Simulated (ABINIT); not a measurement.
**SnSe2 (P-3m1): third-order response**

Wanted: vibrational spectra of SnSe2 (P-3m1) from linear and non-linear response.

Program: ABINIT 10.8.3. Level of theory: DFT LDA, scalar-relativistic, plane waves, HGH norm-conserving pseudopotentials. Results are calculated unless marked as measured.

## (1) The starting structure

Symmetry: P-3m1, No. 164, trigonal system. The conventional cell has a = 3.811 Å, b = 3.811 Å, c = 6.136 Å, α = 90.00°, β = 90.00°, γ = 120.00°. Sn has 6 Se at 2.68 Å nearest. Se has 3 Sn at 2.68 Å nearest. Farther neighbours and most contacts between anions are not listed.

## (2) A probe with smearing

A first run with smearing and empty bands tells whether the crystal has a gap, which decides between fixed occupations and smearing later on.

Contents of probe.abi:

```
# ground state
tolvrs 1.0d-08
prtden 1
prtwf 1

# basis, mesh and filling
ecut 20.0
ixc 7
ngkpt 6 6 4
nshiftk 1
shiftk 0.0 0.0 0.0
istwfk *1
occopt 7
tsmear 0.005
nband 14
nstep 100
diemac 9.0
prtebands 0
prtgsr 0

# cell and atoms
acell 7.201746261 7.201746261 11.5953595
rprim 
    1.0 0.0 0.0
    -0.5 0.8660254038 0.0
    0.0 0.0 1.0
ntypat 2
znucl 50 34
natom 3
typat 1 2 2
xred 
    0.0 0.0 0.0
    1/3 2/3 0.2490000000
    2/3 1/3 0.7510000000
pp_dirpath "./pseudo"
pseudos "Sn.hgh, Se.hgh"
```

Launch:

```
> OMP_NUM_THREADS=1 mpirun -n 4 abinit probe.abi > probe.log
```

Numbers of over 12 decimals in the logs are rounded to 6 here.

probe.abo, the main output file:

```text
[banners, grids, parts of the stress and lines that vanish by symmetry left out]
- input  file    -> probe.abi
- output file    -> probe.abo
- root for input  files -> probei
[...]
Symmetries : space group P-3 m 1 (#164); Bravais hP (primitive hexag.)
[...]
mpw =        2244          nfft =       43200          nkpt =          24
[...]
== DATASET  1 ==================================================================
[...]
cutoff_energies: {ecut:  20.0, pawecutdg:  -1.0, }
[...]
Exchange-correlation functional for the present dataset will be:
  LDA: Perdew-Wang 92 LSD fit to Ceperley-Alder data - ixc=7
[...]
ETOT  1  -22.568828087926    -2.257E+01 2.646E-02 5.194E+01
 ETOT  2  -22.594244715117    -2.542E-02 1.202E-03 1.194E+01
 ETOT  3  -22.595994733742    -1.750E-03 6.592E-04 2.035E-01
 ETOT  4  -22.596044482376    -4.975E-05 3.425E-04 6.196E-02
 ETOT  5  -22.596050559838    -6.077E-06 1.709E-04 3.973E-04
 ETOT  6  -22.596050639768    -7.993E-08 1.271E-04 1.696E-05
 ETOT  7  -22.596050641578    -1.810E-09 4.419E-05 3.097E-07
 ETOT  8  -22.596050641619    -4.044E-11 3.972E-05 2.990E-09
 At SCF step    8       vres2   =  2.99E-09 < tolvrs=  1.00E-08 =>converged.
[...]
sigma(1 1)=  4.54185826E-05  sigma(3 2)=  0.00000000E+00
  sigma(2 2)=  4.54185825E-05  sigma(3 1)=  0.00000000E+00
  sigma(3 3)= -2.98127440E-06  sigma(2 1)=  0.00000000E+00
[...]
convergence: {deltae: -4.044E-11, res2:  2.990E-09, residm:  3.972E-05, diffor: null, }
etotal    :  -2.25960506E+01
[...]
sigma(1 1)=  4.54185826E-05  sigma(3 2)=  0.00000000E+00
  sigma(2 2)=  4.54185825E-05  sigma(3 1)=  0.00000000E+00
  sigma(3 3)= -2.98127440E-06  sigma(2 1)=  0.00000000E+00
[...]
- sigma(1 1)=  1.33626083E+00  sigma(3 2)=  0.00000000E+00
- sigma(2 2)=  1.33626083E+00  sigma(3 1)=  0.00000000E+00
- sigma(3 3)= -8.77121212E-02  sigma(2 1)=  0.00000000E+00
[...]
fcart      2.4925854791E-29 -4.3172846919E-29 -0.0000000000E+00
           strten      4.5418582564E-05  4.5418582468E-05 -2.9812744021E-06
================================================================================

[key lines of the parts left out:]
pressure_GPa:  -8.6160E-01
```

Run time: 5.9 s. Hardware: 4 MPI ranks of Arm Neoverse V1, shared host.

Numbers from this step:

- volume per atom: 25.73 Å³
- pressure: -0.8616 GPa
- gap on the k-mesh: 0.6487 eV

A gap of 0.65 eV opens on this mesh, so the crystal is taken as an insulator; the printed pressure holds the stress of the finite basis too.

## (3) Relaxing the cell and atoms

The harmonic expansion needs vanishing forces, and a free crystal bears no stress, so cell and atoms are brought to rest. Stress is more sensitive to the basis than forces are: the last 3 Ha under the cutoff are smoothed with ecutsm, and the cutoff is raised above that of the later runs.

Contents of relax.abi:

```
# relaxation
ionmov 2
optcell 2
dilatmx 1.08
ntime 40
tolmxf 1.0d-05
tolvrs 1.0d-14
prtwf 0
prtden 0
chksymtnons 0

# basis, mesh and filling
ecut 26.0
ecutsm 3.0
ixc 7
ngkpt 6 6 4
nshiftk 1
shiftk 0.0 0.0 0.0
istwfk *1
occopt 1
nband 8
nstep 100
diemac 9.0
prtebands 0
prtgsr 0

# cell and atoms
acell 7.201746261 7.201746261 11.5953595
rprim 
    1.0 0.0 0.0
    -0.5 0.8660254038 0.0
    0.0 0.0 1.0
ntypat 2
znucl 50 34
natom 3
typat 1 2 2
xred 
    0.0 0.0 0.0
    1/3 2/3 0.2490000000
    2/3 1/3 0.7510000000
pp_dirpath "./pseudo"
pseudos "Sn.hgh, Se.hgh"
```

Launch:

```
> OMP_NUM_THREADS=1 mpirun -n 4 abinit relax.abi > relax.log
```

relax.abo, the main output file:

```text
[banners, grids, parts of the stress and lines that vanish by symmetry left out]
- input  file    -> relax.abi
- output file    -> relax.abo
- root for input  files -> relaxi
[...]
Symmetries : space group P-3 m 1 (#164); Bravais hP (primitive hexag.)
[...]
mpw =        4185          nfft =       77760          nkpt =          24
[...]
== DATASET  1 ==================================================================
[...]
cutoff_energies: {ecut:  26.0, pawecutdg:  -1.0, }
[...]
Exchange-correlation functional for the present dataset will be:
  LDA: Perdew-Wang 92 LSD fit to Ceperley-Alder data - ixc=7
[...]
ETOT  1  -22.563835135271    -2.256E+01 4.090E-02 8.198E+01
 ETOT  2  -22.599200393290    -3.537E-02 3.927E-03 1.116E+01
 ETOT  3  -22.600139381553    -9.390E-04 1.533E-04 3.161E-01
 ETOT  4  -22.600193918079    -5.454E-05 2.616E-05 1.089E-01
 ETOT  5  -22.600201906633    -7.989E-06 8.658E-06 8.379E-04
[...]
At SCF step   14       vres2   =  3.24E-15 < tolvrs=  1.00E-14 =>converged.
[...]
sigma(1 1)=  9.63705271E-06  sigma(3 2)=  0.00000000E+00
  sigma(2 2)=  9.63705262E-06  sigma(3 1)=  0.00000000E+00
  sigma(3 3)= -3.99272362E-05  sigma(2 1)=  0.00000000E+00
[...]
convergence: {deltae: -2.274E-12, res2:  3.236E-15, residm:  2.094E-11, diffor: null, }
etotal    :  -2.26002023E+01
[...]
ETOT  1  -22.600280486750    -2.260E+01 2.900E-07 5.684E-01
[...]
At SCF step   10       vres2   =  1.75E-15 < tolvrs=  1.00E-14 =>converged.
[...]
sigma(1 1)=  1.33017814E-05  sigma(3 2)=  0.00000000E+00
  sigma(2 2)=  1.33017813E-05  sigma(3 1)=  0.00000000E+00
  sigma(3 3)= -2.90080945E-05  sigma(2 1)=  0.00000000E+00
[...]
convergence: {deltae:  6.075E-13, res2:  1.746E-15, residm:  1.080E-16, diffor: null, }
etotal    :  -2.26003231E+01
[...]
ETOT  1  -22.599318216976    -2.260E+01 1.905E-03 1.738E+01
[...]
At SCF step   11       vres2   =  4.42E-15 < tolvrs=  1.00E-14 =>converged.
[...]
sigma(1 1)=  2.65912574E-05  sigma(3 2)=  0.00000000E+00
  sigma(2 2)=  2.65912573E-05  sigma(3 1)=  0.00000000E+00
  sigma(3 3)=  3.12586007E-05  sigma(2 1)=  0.00000000E+00
[...]
convergence: {deltae:  2.451E-13, res2:  4.420E-15, residm:  2.125E-16, diffor: null, }
etotal    :  -2.26006766E+01
[...]
ETOT  1  -22.600702791290    -2.260E+01 1.685E-03 7.498E-02
[...]
At SCF step   10       vres2   =  8.17E-15 < tolvrs=  1.00E-14 =>converged.
[...]
sigma(1 1)=  2.26036376E-05  sigma(3 2)=  0.00000000E+00
  sigma(2 2)=  2.26036375E-05  sigma(3 1)=  0.00000000E+00
  sigma(3 3)=  3.30615257E-05  sigma(2 1)=  0.00000000E+00
[...]
convergence: {deltae:  1.066E-13, res2:  8.173E-15, residm:  1.961E-16, diffor: null, }
etotal    :  -2.26007151E+01
[...]
ETOT  1  -22.600524050165    -2.260E+01 3.075E+00 1.744E+00
[...]
sigma(1 1)= -9.34358149E-06  sigma(3 2)=  0.00000000E+00
  sigma(2 2)= -9.34358159E-06  sigma(3 1)=  0.00000000E+00
[...]
convergence: {deltae:  1.528E-13, res2:  7.767E-15, residm:  8.054E-17, diffor: null, }
etotal    :  -2.26008505E+01
[...]
ETOT  1  -22.600861227465    -2.260E+01 5.457E-02 3.040E-02
[...]
convergence: {deltae: -1.776E-13, res2:  5.735E-15, residm:  8.927E-18, diffor: null, }
etotal    :  -2.26008669E+01
[...]
ETOT  1  -22.600803636390    -2.260E+01 1.154E-01 1.008E+00
[...]
convergence: {deltae: -2.984E-13, res2:  3.430E-15, residm:  1.963E-16, diffor: null, }
etotal    :  -2.26009230E+01
[...]
ETOT  1  -22.600460407648    -2.260E+01 2.747E+00 6.313E+00
[...]
convergence: {deltae: -3.162E-13, res2:  5.724E-16, residm:  4.154E-18, diffor: null, }
etotal    :  -2.26010018E+01
[...]
ETOT  1  -22.598480371408    -2.260E+01 4.978E-01 3.396E+01
[...]
convergence: {deltae: -1.421E-14, res2:  2.964E-15, residm:  6.998E-16, diffor: null, }
etotal    :  -2.26011271E+01
[...]
ETOT  1  -22.599354464093    -2.260E+01 3.433E-02 2.559E+01
[...]
convergence: {deltae:  2.096E-13, res2:  1.398E-16, residm:  1.669E-17, diffor: null, }
etotal    :  -2.26012222E+01
[...]
ETOT  1  -22.600876286625    -2.260E+01 5.335E-06 5.805E+00
[...]
convergence: {deltae:  8.527E-14, res2:  4.365E-16, residm:  4.484E-17, diffor: null, }
etotal    :  -2.26012683E+01
[...]
ETOT  1  -22.601269127080    -2.260E+01 1.587E-05 1.077E-02
[...]
At SCF step   10       vres2   =  4.43E-15 < tolvrs=  1.00E-14 =>converged.
[...]
sigma(2 2)=  3.52671765E-07  sigma(3 1)=  0.00000000E+00
  sigma(3 3)= -5.31940875E-07  sigma(2 1)=  0.00000000E+00
[...]
convergence: {deltae: -8.882E-14, res2:  4.430E-15, residm:  5.847E-18, diffor: null, }
etotal    :  -2.26012710E+01
[...]
ETOT  1  -22.601270337605    -2.260E+01 3.021E-08 1.054E-02
[...]
ETOT  8  -22.601271111212     2.842E-13 2.533E-16 2.488E-14
 ETOT  9  -22.601271111212    -2.203E-13 1.844E-17 1.139E-15
 At SCF step    9       vres2   =  1.14E-15 < tolvrs=  1.00E-14 =>converged.
[...]
sigma(1 1)=  9.32751861E-08  sigma(3 2)=  0.00000000E+00
  sigma(2 2)=  9.32750809E-08  sigma(3 1)=  0.00000000E+00
  sigma(3 3)=  5.10654962E-08  sigma(2 1)=  0.00000000E+00
[...]
convergence: {deltae: -2.203E-13, res2:  1.139E-15, residm:  1.844E-17, diffor: null, }
etotal    :  -2.26012711E+01
[...]
At Broyd/MD step  13, gradients are converged :
[...]
sigma(1 1)=  9.32751861E-08  sigma(3 2)=  0.00000000E+00
  sigma(2 2)=  9.32750809E-08  sigma(3 1)=  0.00000000E+00
  sigma(3 3)=  5.10654962E-08  sigma(2 1)=  0.00000000E+00
[...]
- sigma(1 1)=  2.74425072E-03  sigma(3 2)=  0.00000000E+00
- sigma(2 2)=  2.74424762E-03  sigma(3 1)=  0.00000000E+00
- sigma(3 3)=  1.50239877E-03  sigma(2 1)=  0.00000000E+00
[...]
fcart     -2.5023688078E-29 -2.4560636181E-28 -0.0000000000E+00
           strten      9.3275186141E-08  9.3275080863E-08  5.1065496202E-08
================================================================================

[key lines of the parts left out:]
pressure_GPa:  -2.3303E-03
Total energy (etotal) [Ha]= -2.26012711112120E+01
```

It took 85 s on 4 MPI ranks; 5.7 min of CPU time.

Relaxation path:

```tsv
step	energy less that of the first step (eV)	largest force (eV/Å)	volume (Å³)
1	0.0000	0.3690	77.18
2	-0.0033	0.3175	77.23
3	-0.0129	0.0358	77.28
4	-0.0140	0.0238	77.09
5	-0.0176	0.0276	75.78
6	-0.0181	0.0473	75.58
7	-0.0196	0.1002	75.02
8	-0.0218	0.1384	74.34
9	-0.0252	0.1495	73.38
10	-0.0278	0.0992	73.04
11	-0.0290	0.0228	73.27
12	-0.0291	0.0012	73.37
13	-0.0291	0.0003	73.38
```

```tsv
conventional cell, symmetrised	before	after	change
a (Å)	3.811	3.796	-0.4 %
b (Å)	3.811	3.796	-0.4 %
c (Å)	6.136	5.880	-4.2 %
volume (Å³/atom)	25.73	24.46	-4.9 %
```

The atoms that moved most (Å, as changes of fractional coordinates times the final cell):

```tsv
atom	dx	dy	dz	length
Se3	0.000	0.000	-0.102	0.102
Se2	0.000	0.000	0.102	0.102
```

The relaxed structure:

```xyz
3
Lattice="3.7961 0.0000 0.0000 -1.8981 3.2875 0.0000 0.0000 0.0000 5.8797" Properties=species:S:1:pos:R:3 pbc="T T T"
Sn    0.0000    0.0000    0.0000
Se    0.0000    2.1917    1.5664
Se    1.8981    1.0958    4.3133
```

Numbers from this step:

| Quantity | Value |
| --- | --- |
| volume per atom | 24.46 Å³ |
| pressure | -0.002330 GPa |

The volume changes by -4.9 % in this run and stands -4.9 % from the first cell.

## (4) Ground state

First-order wavefunctions inherit every error of the ground state, hence the very tight tolvrs. The mesh is shifted off Γ, since shifted meshes converge sums over the zone faster.

Contents of gs.abi:

```
# ground state
tolvrs 1.0d-16
prtden 1
prtwf 1

# basis, mesh and filling
ecut 20.0
ixc 7
ngkpt 6 6 4
nshiftk 1
shiftk 0.0 0.0 0.5
istwfk *1
occopt 1
nband 8
nstep 100
diemac 9.0
prtebands 0
prtgsr 0

# cell and atoms
acell 7.173590119 7.173590119 11.11094266
rprim 
    1.0 0.0 0.0
    -0.5 0.8660254038 0.0
    0.0 0.0 1.0
ntypat 2
znucl 50 34
natom 3
typat 1 2 2
xred 
    0.0 0.0 0.0
    1/3 2/3 0.2664098156
    2/3 1/3 0.7335901844
pp_dirpath "./pseudo"
pseudos "Sn.hgh, Se.hgh"
```

Launch:

```
> OMP_NUM_THREADS=1 mpirun -n 4 abinit gs.abi > gs.log
```

gs.abo, the main output file:

```text
[banners, grids, parts of the stress and lines that vanish by symmetry left out]
- input  file    -> gs.abi
- output file    -> gs.abo
- root for input  files -> gsi
[...]
Symmetries : space group P-3 m 1 (#164); Bravais hP (primitive hexag.)
[...]
mpw =        2127          nfft =       43200          nkpt =          20
[...]
== DATASET  1 ==================================================================
[...]
cutoff_energies: {ecut:  20.0, pawecutdg:  -1.0, }
[...]
Exchange-correlation functional for the present dataset will be:
  LDA: Perdew-Wang 92 LSD fit to Ceperley-Alder data - ixc=7
[...]
ETOT  1  -22.553866584763    -2.255E+01 4.945E-02 4.886E+01
 ETOT  2  -22.595510852752    -4.164E-02 2.756E-03 1.140E+01
 ETOT  3  -22.597072224364    -1.561E-03 5.841E-05 2.475E-01
 ETOT  4  -22.597137504948    -6.528E-05 6.753E-06 3.829E-02
 ETOT  5  -22.597142652302    -5.147E-06 8.651E-07 1.242E-04
[...]
ETOT 16  -22.597142810491    -2.203E-13 9.501E-17 1.668E-16
 ETOT 17  -22.597142810491     3.340E-13 1.309E-17 1.922E-17
 At SCF step   17       vres2   =  1.92E-17 < tolvrs=  1.00E-16 =>converged.
[...]
sigma(1 1)=  3.54854413E-05  sigma(3 2)=  0.00000000E+00
  sigma(2 2)=  3.54854412E-05  sigma(3 1)=  0.00000000E+00
  sigma(3 3)=  4.02943142E-05  sigma(2 1)=  0.00000000E+00
[...]
convergence: {deltae:  3.340E-13, res2:  1.922E-17, residm:  1.309E-17, diffor: null, }
etotal    :  -2.25971428E+01
[...]
sigma(1 1)=  3.54854413E-05  sigma(3 2)=  0.00000000E+00
  sigma(2 2)=  3.54854412E-05  sigma(3 1)=  0.00000000E+00
  sigma(3 3)=  4.02943142E-05  sigma(2 1)=  0.00000000E+00
[...]
- sigma(1 1)=  1.04401773E+00  sigma(3 2)=  0.00000000E+00
- sigma(2 2)=  1.04401773E+00  sigma(3 1)=  0.00000000E+00
- sigma(3 3)=  1.18549965E+00  sigma(2 1)=  0.00000000E+00
[...]
fcart      2.5023688079E-29  1.4447433048E-29 -0.0000000000E+00
           strten      3.5485441325E-05  3.5485441218E-05  4.0294314246E-05
================================================================================

[key lines of the parts left out:]
pressure_GPa:  -1.0912E+00
```

Run time: 5.5 s. Hardware: 4 MPI ranks.

Read from the output:

```yaml
pressure: -1.091 GPa
```

The cell stands at -1.1 GPa: the relaxation ran with a smoothed and higher cutoff and on another k mesh.

## (5) The gap at rest

Empty bands on the ground state's density check that the gap assumed so far is there in this cell.

Contents of gap.abi:

```
# empty bands on the ground state's density
iscf -2
getden_filepath "gso_DEN"
tolwfr 1.0d-12
nbdbuf 2
prtwf 0

# basis, mesh and filling
ecut 20.0
ixc 7
ngkpt 6 6 4
nshiftk 1
shiftk 0.0 0.0 0.0
istwfk *1
occopt 1
nband 12
nstep 100
diemac 9.0
prtebands 0
prtgsr 0

# cell and atoms
acell 7.173590119 7.173590119 11.11094266
rprim 
    1.0 0.0 0.0
    -0.5 0.8660254038 0.0
    0.0 0.0 1.0
ntypat 2
znucl 50 34
natom 3
typat 1 2 2
xred 
    0.0 0.0 0.0
    1/3 2/3 0.2664098156
    2/3 1/3 0.7335901844
pp_dirpath "./pseudo"
pseudos "Sn.hgh, Se.hgh"
```

Launch:

```
> OMP_NUM_THREADS=1 mpirun -n 4 abinit gap.abi > gap.log
```

gap.abo, the main output file:

```text
[banners, grids, parts of the stress and lines that vanish by symmetry left out]
- input  file    -> gap.abi
- output file    -> gap.abo
- root for input  files -> gapi
[...]
Symmetries : space group P-3 m 1 (#164); Bravais hP (primitive hexag.)
[...]
mpw =        2146          nfft =       43200          nkpt =          24
[...]
== DATASET  1 ==================================================================
[...]
cutoff_energies: {ecut:  20.0, pawecutdg:  -1.0, }
[...]
Exchange-correlation functional for the present dataset will be:
  LDA: Perdew-Wang 92 LSD fit to Ceperley-Alder data - ixc=7
[...]
-outvars: echo values of variables after computation
            acell      7.1735901190E+00  7.1735901190E+00  1.1110942660E+01 Bohr
================================================================================
```

Wall time 3.3 s (4 MPI ranks); 13 s of CPU time.

Read from the output:

| Property | Result |
| --- | --- |
| gap on the k-mesh | 0.4887 eV |

In this cell the gap on the mesh is 0.49 eV, indirect (smallest direct 0.67 eV), so fixed occupations hold.

(Part 1 of 3 ends here.)

[Host names and launcher messages were left out of these logs when they were recorded.]

[Logs are printed without paths, hosts, clocks, repeated set-up lines and the standing remarks that a program may print on its own settings, such as how far it seeks lower states.]

[Hosts, paths, dates, database ids (printed as entryN), source tags and the programs' standing remarks are cut or masked in the printed files.]
